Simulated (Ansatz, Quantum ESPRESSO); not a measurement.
# Mode couplings of Pt (Fm-3m) in a second program, part 4 of 4

Each step names its level of theory.

So far, highest frequency, solved or plainly interpolated (cm⁻¹): step 4 (phonons and couplings with ph.x: Fermi–Dirac smearing of 0.1 eV) 158; step 5 (deformation potentials: PseudoDojo files, cutoff 1142.88 eV, Fermi–Dirac …, PBE PseudoDojo norm-conserving) 183. The relaxed cell has a = 3.971 Å (conventional setting).

### 7. Phonons and couplings with ph.x: Fermi–Dirac smearing of 0.1 eV (run 2)

Level of this step: DFT PBE, scalar-relativistic, plane waves, PseudoDojo 0.4.1 norm-conserving pseudopotentials (Quantum ESPRESSO).

ph.x gives each mode's frequency and linewidth; λ of a mode follows from Gaussian double-delta sums over the k mesh, here at four widths.

Input file ph.in:

```
phonons and couplings
 &inputph
    prefix='x',
    outdir='./tmp',
    tr2_ph=1.0d-15,
    fildyn='x.dyn',
    fildvscf='dvscf',
    ldisp=.true.,
    nq1=2,
    nq2=2,
    nq3=2,
    electron_phonon='simple',
    el_ph_ngauss=0,
    el_ph_sigma=0.00734986,
    el_ph_nsigma=4,
    alpha_mix(1)=0.5,
    amass(1)=195.084,
 /
```

Launch:

```bash
$ OMP_NUM_THREADS=1 mpirun -n 4 ph.x -nk 4 -in ph.in > ph.x.log
```

The program printed:

```text
[banner, memory and clock lines left out]
Program PHONON v.7.5

     ./tmp/x.save/

     IMPORTANT: XC functional enforced from input :
     Exchange-correlation= PBE
                           (   1   4   3   4   0   0   0)
     Any further DFT definition will be discarded
     Please, verify this is what you really want

     G-vector sticks info

     Reading collected, re-writing distributed wavefunctions in ./tmp/

     Dynamical matrices for ( 2, 2, 2)  uniform grid of q-points
     (   3 q-points):
       N         xq(1)         xq(2)         xq(3)
       1   0.000000000   0.000000000   0.000000000
       2  -0.353553391  -0.353553391   0.353553391
       3  -0.707106781   0.000000000   0.000000000

     Number and degeneracy of irreps per q-point
       N         xq(1)         xq(2)         xq(3)   N irreps
       1   0.000000000   0.000000000   0.000000000       1
        3
       2  -0.353553391  -0.353553391   0.353553391       2
        1   2
       3  -0.707106781   0.000000000   0.000000000       2
        1   2

     Saving dvscf to file. Distribute only q points, not irreducible representations.

     Calculation of q =    0.0000000   0.0000000   0.0000000

     phonons and couplings

     bravais-lattice index     =            0
     lattice parameter (alat)  =       5.3058  a.u.
     unit-cell volume          =     105.6159 (a.u.)^3
     number of atoms/cell      =            1
     number of atomic types    =            1
     kinetic-energy cut-off    =      84.0000  Ry
     charge density cut-off    =     336.0000  Ry
     convergence threshold     =      1.0E-15
     beta                      =       0.5000
     number of iterations used =            4
     Exchange-correlation= PBE
                           (   1   4   3   4   0   0   0)

     celldm(1)=    5.30577  celldm(2)=    0.00000  celldm(3)=    0.00000
     celldm(4)=    0.00000  celldm(5)=    0.00000  celldm(6)=    0.00000

     crystal axes: (cart. coord. in units of alat)
               a(1) = (  0.0000  0.7071  0.7071 )
               a(2) = (  0.7071  0.0000  0.7071 )
               a(3) = (  0.7071  0.7071  0.0000 )

     reciprocal axes: (cart. coord. in units 2 pi/alat)
               b(1) = ( -0.7071  0.7071  0.7071 )
               b(2) = (  0.7071 -0.7071  0.7071 )
               b(3) = (  0.7071  0.7071 -0.7071 )

     Atoms inside the unit cell:

     Cartesian axes

     site n.  atom      mass           positions (alat units)
        1  Pt    195.0840   tau(    1) = (    0.00000    0.00000    0.00000  )

     Computing dynamical matrix for
                    q = (   0.0000000   0.0000000   0.0000000 )

     49 Sym.Ops. (with q -> -q+G )

     G cutoff =  239.5939  (  10969 G-vectors)     FFT grid: ( 32, 32, 32)

     number of k points=    47  Fermi-Dirac smearing, width (Ry)=  0.0073

     PseudoPot. # 1 for Pt read from file:
     ./pseudo/Pt.upf
     Pseudo is Norm-conserving + core correction, Zval = 18.0
     Using radial grid of 1374 points,  8 beta functions with:
                l(1) =   0
                l(2) =   0
                l(3) =   1
                l(4) =   1
                l(5) =   2
                l(6) =   2
                l(7) =   3
                l(8) =   3

     Mode symmetry, O_h (m-3m)  point group:

     Atomic displacements:
     There are    1 irreducible representations

     Representation     1      3 modes -  To be done

     Alpha used in Ewald sum =   2.8000

     Representation #   1 modes #   1   2   3

     Self-consistent Calculation

     Pert. #  1: Fermi energy shift (Ry) =    -1.3717E-23    -6.2693E-38
     Pert. #  2: Fermi energy shift (Ry) =    -1.4131E-24     3.3698E-37
     Pert. #  3: Fermi energy shift (Ry) =    -2.0852E-23    -1.1755E-37

      thresh= 1.000E-02 alpha_mix =  0.500 |ddv_scf|^2 =  1.017E-05

     Pert. #  1: Fermi energy shift (Ry) =    -1.4217E-25    -1.2245E-40
     Pert. #  2: Fermi energy shift (Ry) =     2.1541E-25    -9.7958E-40
     Pert. #  3: Fermi energy shift (Ry) =     3.3604E-25    -2.4489E-40

      thresh= 3.189E-04 alpha_mix =  0.500 |ddv_scf|^2 =  2.029E-07

     Pert. #  1: Fermi energy shift (Ry) =    -1.0340E-25    -1.9132E-41
     Pert. #  2: Fermi energy shift (Ry) =    -6.8932E-26     1.4541E-40
     Pert. #  3: Fermi energy shift (Ry) =    -1.6371E-25    -1.9898E-40

      thresh= 4.504E-05 alpha_mix =  0.500 |ddv_scf|^2 =  4.021E-09

     Pert. #  1: Fermi energy shift (Ry) =     3.4466E-26     3.8265E-42
     Pert. #  2: Fermi energy shift (Ry) =    -1.2063E-25     4.5918E-41
     Pert. #  3: Fermi energy shift (Ry) =    -5.1699E-26    -3.0612E-41

      thresh= 6.342E-06 alpha_mix =  0.500 |ddv_scf|^2 =  4.990E-11

     Pert. #  1: Fermi energy shift (Ry) =    -3.2743E-25     7.1746E-42
     Pert. #  2: Fermi energy shift (Ry) =    -2.5849E-25    -4.7831E-42
     Pert. #  3: Fermi energy shift (Ry) =    -9.4781E-26     5.7397E-42

      thresh= 7.064E-07 alpha_mix =  0.500 |ddv_scf|^2 =  6.514E-13

     Pert. #  1: Fermi energy shift (Ry) =    -3.4466E-26    -9.5662E-43
     Pert. #  2: Fermi energy shift (Ry) =     3.2743E-25     4.3048E-42
     Pert. #  3: Fermi energy shift (Ry) =     2.8434E-25    -4.7831E-43

      thresh= 8.071E-08 alpha_mix =  0.500 |ddv_scf|^2 =  5.846E-14

     Pert. #  1: Fermi energy shift (Ry) =     3.2743E-25     3.3482E-42
     Pert. #  2: Fermi energy shift (Ry) =    -2.7573E-25     0.0000E+00
     Pert. #  3: Fermi energy shift (Ry) =     2.6711E-25    -4.7831E-43

      thresh= 2.418E-08 alpha_mix =  0.500 |ddv_scf|^2 =  3.148E-16

     End of self-consistent calculation

     Convergence has been achieved

     Number of q in the star =    1
     List of q in the star:
          1   0.000000000   0.000000000   0.000000000

     Diagonalizing the dynamical matrix

     q = (    0.000000000   0.000000000   0.000000000 )

 **************************************************************************
     freq (    1) =       0.103325 [THz] =       3.446559 [cm-1]
     freq (    2) =       0.103325 [THz] =       3.446559 [cm-1]
     freq (    3) =       0.103325 [THz] =       3.446559 [cm-1]
 **************************************************************************

     Mode symmetry, O_h (m-3m)  point group:

     freq (   1-   3) =          3.4  [cm-1]   --> T_1u G_15  G_4- I

     Gaussian Broadening:   0.007 Ry, ngauss=   0
     DOS =  9.174271 states/spin/Ry/Unit Cell at Ef= 22.451746 eV
     double delta at Ef =847.224306
     lambda(    1)=  0.0000   gamma=    0.00 GHz
     lambda(    2)=  0.0000   gamma=    0.00 GHz
     lambda(    3)=  0.0000   gamma=    0.00 GHz

     Gaussian Broadening:   0.015 Ry, ngauss=   0
[...]
DOS = 12.460022 states/spin/Ry/Unit Cell at Ef= 22.462234 eV
     double delta at Ef =293.483426
     lambda(    1)=  0.0687   gamma=    5.37 GHz
[...]
Gaussian Broadening:   0.022 Ry, ngauss=   0
     DOS = 12.411744 states/spin/Ry/Unit Cell at Ef= 22.466526 eV
     double delta at Ef =303.459645
[...]
Gaussian Broadening:   0.029 Ry, ngauss=   0
     DOS = 11.577177 states/spin/Ry/Unit Cell at Ef= 22.474380 eV
     double delta at Ef =275.955666
[...]
Calculation of q =   -0.7071068   0.0000000   0.0000000

     G-vector sticks info

     Title:
     phonons and couplings

     bravais-lattice index     =            0
     lattice parameter (alat)  =       5.3058  a.u.
     unit-cell volume          =     105.6159 (a.u.)^3
     number of atoms/cell      =            1
     number of atomic types    =            1
     number of electrons       =        18.00
     number of Kohn-Sham states=           16
     kinetic-energy cutoff     =      84.0000  Ry
     charge density cutoff     =     336.0000  Ry
     Exchange-correlation= PBE
                           (   1   4   3   4   0   0   0)

     celldm(1)=   5.305766  celldm(2)=   0.000000  celldm(3)=   0.000000
     celldm(4)=   0.000000  celldm(5)=   0.000000  celldm(6)=   0.000000

     crystal axes: (cart. coord. in units of alat)
               a(1) = (   0.000000   0.707107   0.707107 )
               a(2) = (   0.707107   0.000000   0.707107 )
               a(3) = (   0.707107   0.707107   0.000000 )

     reciprocal axes: (cart. coord. in units 2 pi/alat)
               b(1) = ( -0.707107  0.707107  0.707107 )
               b(2) = (  0.707107 -0.707107  0.707107 )
               b(3) = (  0.707107  0.707107 -0.707107 )

     PseudoPot. # 1 for Pt read from file:
     ./pseudo/Pt.upf
     Pseudo is Norm-conserving + core correction, Zval = 18.0
     Using radial grid of 1374 points,  8 beta functions with:
[...]
atomic species   valence    mass     pseudopotential
     Pt               18.00   195.08400     Pt( 1.00)

     48 Sym. Ops., with inversion, found

   Cartesian axes

     site n.     atom                  positions (alat units)
         1        Pt     tau(   1) = (   0.0000000   0.0000000   0.0000000  )

     number of k points=   204  Fermi-Dirac smearing, width (Ry)=  0.0073

     Number of k-points >= 100: set verbosity='high' to print them.

     Dense  grid:    10969 G-vectors     FFT dimensions: (  32,  32,  32)

     The potential is recalculated from file :
     ./tmp/_ph0/x.q_3/x.save/charge-density

     Starting wfcs are   10 atomic +    6 random wfcs

     Band Structure Calculation
     Davidson diagonalization with overlap

     ethr =  5.56E-11,  avg # of iterations = 16.0

     End of band structure calculation

     Number of k-points >= 100: set verbosity='high' to print the bands.

     the Fermi energy is    22.4644 ev

     Writing config to output data dir ./tmp/_ph0/x.q_3/x.save/ :
     XML data file

     phonons and couplings

     bravais-lattice index     =            0
     lattice parameter (alat)  =       5.3058  a.u.
     unit-cell volume          =     105.6159 (a.u.)^3
     number of atoms/cell      =            1
     number of atomic types    =            1
     kinetic-energy cut-off    =      84.0000  Ry
     charge density cut-off    =     336.0000  Ry
     convergence threshold     =      1.0E-15
     beta                      =       0.5000
     number of iterations used =            4
     Exchange-correlation= PBE
                           (   1   4   3   4   0   0   0)

     celldm(1)=    5.30577  celldm(2)=    0.00000  celldm(3)=    0.00000
     celldm(4)=    0.00000  celldm(5)=    0.00000  celldm(6)=    0.00000

     crystal axes: (cart. coord. in units of alat)
               a(1) = (  0.0000  0.7071  0.7071 )
               a(2) = (  0.7071  0.0000  0.7071 )
               a(3) = (  0.7071  0.7071  0.0000 )

     reciprocal axes: (cart. coord. in units 2 pi/alat)
               b(1) = ( -0.7071  0.7071  0.7071 )
               b(2) = (  0.7071 -0.7071  0.7071 )
               b(3) = (  0.7071  0.7071 -0.7071 )

     Atoms inside the unit cell:

     Cartesian axes

     site n.  atom      mass           positions (alat units)
        1  Pt    195.0840   tau(    1) = (    0.00000    0.00000    0.00000  )

     Computing dynamical matrix for
                    q = (  -0.7071068   0.0000000   0.0000000 )

     17 Sym.Ops. (with q -> -q+G )

     G cutoff =  239.5939  (  10969 G-vectors)     FFT grid: ( 32, 32, 32)

     number of k points=   204  Fermi-Dirac smearing, width (Ry)=  0.0073

     PseudoPot. # 1 for Pt read from file:
     ./pseudo/Pt.upf
     Pseudo is Norm-conserving + core correction, Zval = 18.0
     Using radial grid of 1374 points,  8 beta functions with:
                l(1) =   0
                l(2) =   0
                l(3) =   1
                l(4) =   1
                l(5) =   2
                l(6) =   2
                l(7) =   3
                l(8) =   3

     Mode symmetry, D_4h(4/mmm) point group:

     Atomic displacements:
     There are    2 irreducible representations

     Representation     1      1 modes -  To be done

     Representation     2      2 modes -  To be done

     Alpha used in Ewald sum =   2.8000

     Representation #   1 mode #   1

     Self-consistent Calculation

[...]
End of self-consistent calculation

     Convergence has been achieved

     Representation #   2 modes #   2   3

     Self-consistent Calculation

      thresh= 1.000E-02 alpha_mix =  0.500 |ddv_scf|^2 =  5.633E-05

      thresh= 7.506E-04 alpha_mix =  0.500 |ddv_scf|^2 =  8.653E-08

      thresh= 2.942E-05 alpha_mix =  0.500 |ddv_scf|^2 =  1.575E-08

      thresh= 1.255E-05 alpha_mix =  0.500 |ddv_scf|^2 =  1.204E-10

      thresh= 1.097E-06 alpha_mix =  0.500 |ddv_scf|^2 =  1.591E-12

      thresh= 1.261E-07 alpha_mix =  0.500 |ddv_scf|^2 =  6.227E-14

      thresh= 2.495E-08 alpha_mix =  0.500 |ddv_scf|^2 =  1.994E-15

      thresh= 4.465E-09 alpha_mix =  0.500 |ddv_scf|^2 =  6.288E-18

     End of self-consistent calculation

     Convergence has been achieved

     Number of q in the star =    3
     List of q in the star:
          1  -0.707106781   0.000000000   0.000000000
          2   0.000000000   0.000000000  -0.707106781
          3   0.000000000  -0.707106781   0.000000000

     Diagonalizing the dynamical matrix

     q = (   -0.707106781   0.000000000   0.000000000 )

 **************************************************************************
     freq (    1) =       3.515734 [THz] =     117.272249 [cm-1]
     freq (    2) =       3.515734 [THz] =     117.272249 [cm-1]
     freq (    3) =       5.288372 [THz] =     176.401086 [cm-1]
 **************************************************************************

     Mode symmetry, D_4h(4/mmm) point group:

     freq (   1-   2) =        117.3  [cm-1]   --> E_u  X_5' M_5'
     freq (   3-   3) =        176.4  [cm-1]   --> A_2u X_4' M_4'

     Gaussian Broadening:   0.007 Ry, ngauss=   0
     DOS =  9.174253 states/spin/Ry/Unit Cell at Ef= 22.451752 eV
     double delta at Ef =486.158500
[...]
Gaussian Broadening:   0.015 Ry, ngauss=   0
     DOS = 12.460022 states/spin/Ry/Unit Cell at Ef= 22.462234 eV
     double delta at Ef =463.404745
[...]
lambda(    2)=  0.1756   gamma=   25.82 GHz
     lambda(    3)=  0.0721   gamma=   24.00 GHz

     Gaussian Broadening:   0.022 Ry, ngauss=   0
     DOS = 12.411744 states/spin/Ry/Unit Cell at Ef= 22.466526 eV
     double delta at Ef =375.289177
     lambda(    1)=  0.1733   gamma=   25.39 GHz
     lambda(    2)=  0.1733   gamma=   25.39 GHz
     lambda(    3)=  0.0675   gamma=   22.38 GHz

     Gaussian Broadening:   0.029 Ry, ngauss=   0
     DOS = 11.577177 states/spin/Ry/Unit Cell at Ef= 22.474380 eV
     double delta at Ef =298.269390
     lambda(    1)=  0.1554   gamma=   21.23 GHz
     lambda(    2)=  0.1554   gamma=   21.23 GHz
     lambda(    3)=  0.0630   gamma=   19.49 GHz
```

The job ended after 78 s (4 MPI ranks of Intel Xeon Platinum 8559C (Emerald Rapids), shared host; 5.2 min of CPU time).

Numbers from this step:

```yaml
highest_frequency_solved_or_plainly_interpolated: 183.2 cm⁻¹
omega_log_against_width: 14.46, 14.12, 13.83, 13.63 meV, at widths 0.1 to 0.4 eV
```

As ph.x prints them, no sum rule imposed; at the zone centre the sum is no linewidth. Double-delta sums:

```csv
q1,q2,q3,star,mode,omega (meV),"lambda_q, sigma 0.1 eV","lambda_q, sigma 0.2 eV","lambda_q, sigma 0.3 eV","lambda_q, sigma 0.4 eV",half width at sigma 0.2 (meV)
0,0,0,1,1,0.4273,0,0,0,0,1.24e-4
0,0,0,1,2,0.4273,0,0,0,0,1.24e-4
0,0,0,1,3,0.4273,0,0,0,0,1.24e-4
0,0,-0.5,4,1,10.6,0.0328,0.0687,0.0884,0.0985,0.02221
0,0,-0.5,4,2,10.6,0.0328,0.0687,0.0884,0.0985,0.02221
0,0,-0.5,4,3,22.71,0.0037,0.0169,0.0221,0.0237,0.0251
0,-0.5,-0.5,3,1,14.54,0.1037,0.1756,0.1733,0.1554,0.1068
0,-0.5,-0.5,3,2,14.54,0.1037,0.1756,0.1733,0.1554,0.1068
0,-0.5,-0.5,3,3,21.87,0.0576,0.0721,0.0675,0.063,0.09926
```

Mean over the q mesh without its centre; few wavevectors enter, so none of the widths can be taken as converged. Coupling constant λ, lambda against Gaussian width:

```csv
Gaussian width (eV),"coupling constant λ, lambda"
0.100,0.153
0.200,0.270
0.300,0.291
0.400,0.286
```

λ runs from 0.153 at 0.1 eV to 0.286 at 0.4 eV.

### 8. Summary of results

* phonon run of the rows without a label of their own: PBE, q 2×2×2, k 10×10×10
* coupling λ by Gaussian sums at 0.2 eV, Quantum ESPRESSO, GBRV, cutoff 612 eV, q 3×3×3, k 12×12×12: 0.297
* coupling λ by Gaussian sums at 0.2 eV, Ansatz, PseudoDojo, cutoff 1143 eV, q 2×2×2, k 10×10×10: 0.270
* coupling λ by Gaussian sums at 0.2 eV, Quantum ESPRESSO, PseudoDojo, cutoff 1143 eV, q 2×2×2, k 10×10×10: 0.270

In words: Under gradient-corrected functionals ph.x can misplace modes where the density is low; no frozen-phonon run checks these frequencies. With the same potentials, cutoff and meshes the two programs' mean λ differ by under 0.1 % over the four widths. In the last run that gave them, λ from the Gaussian sums still varies by a factor of 1.9 between widths of 0.1 and 0.4 eV; these sums hold few wavevectors and leave out the zone centre. Spin–orbit coupling, left out here, matters for Pt.

[Logs are printed without paths, hosts, clocks, repeated set-up lines and the standing remarks that a program may print on its own settings, such as how far it seeks lower states.]

[Hosts, paths, dates, database ids (printed as entryN), source tags and the programs' standing remarks are cut or masked in the printed files.]
